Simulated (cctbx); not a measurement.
## Absolute structure of Mg2CoS4

Space group Cm (no. 8), a = 11.7440 Å, b = 3.5700 Å, c = 5.9450 Å, α = 90.00°, β = 119.92°, γ = 90.00°.

```
atom  mult.       x    y       z  Ueq (Å²)
 Co1      2  0.7422    0  0.7339    0.0024
  S1      2  0.8658  1/2  0.0240    0.0066
  S2      2  0.6352    0  0.9775    0.0061
  S3      2  0.6171  1/2  0.4640    0.0067
  S4      2  0.8794    0  0.5505    0.0064
 Mg1      2  0.7615  1/2  0.2867    0.0065
 Mg2      2  0.5019  1/2  0.9958    0.0082
```

This is a model crystal, built by substitution and not relaxed, with assumed displacement parameters.

Data sets are simulated with cctbx and refined with Bijvoet mates kept apart; Flack x is then fitted as the share of an inverted twin with the atoms fixed, Hooft y from the Bijvoet differences. The group is acentric but holds improper operations, so there is an absolute structure (orientation) and no hand.

Untwinned crystal. What Flack and Hooft values should come out?

| λ (Å) | extinction (unmodelled) | d min (Å) | top counts | error (%) | model | R1 | Flack x | s.u. | Hooft y | s.u. | pairs |
| --- | --- | --- | --- | --- | --- | --- | --- | --- | --- | --- | --- |
| 0.71073 | 0 | 0.77 | 40000 | 2 | as given | 0.0097 | 0.010 | 0.009 | 0.014 | 0.011 | 263 |
| 0.71073 | 0 | 0.77 | 40000 | 2 | inverted | 0.0402 | 0.984 | 0.015 | 1.010 | 0.012 | 263 |
| 1.54184 | 0 | 0.83 | 5000 | 4 | as given | 0.0243 | 0.005 | 0.005 | 0.006 | 0.008 | 221 |

With Mo Kα, x is within 3 s.u. of 0, so the absolute structure is right. With Cu Kα, x is within 3 s.u. of 0, so the absolute structure is right. Inverting the model turns x into about 1 − x.

A further crystal gives:

```
 λ (Å)  extinction (unmodelled)  d min (Å)  top counts  error (%)     model      R1  Flack x   s.u.  Hooft y   s.u.  pairs
1.3414                        0        0.8        5000          4  as given  0.0310    0.137  0.009    0.135  0.011    248
```

**Question.** What is it?

It was simulated as an inversion twin with a fraction 0.15 of the inverted domain. Flack x is over 3 s.u. from both 0 and 1 and reads that fraction.

[Logs are printed without paths, hosts, clocks, repeated set-up lines and the standing remarks that a program may print on its own settings, such as how far it seeks lower states.]
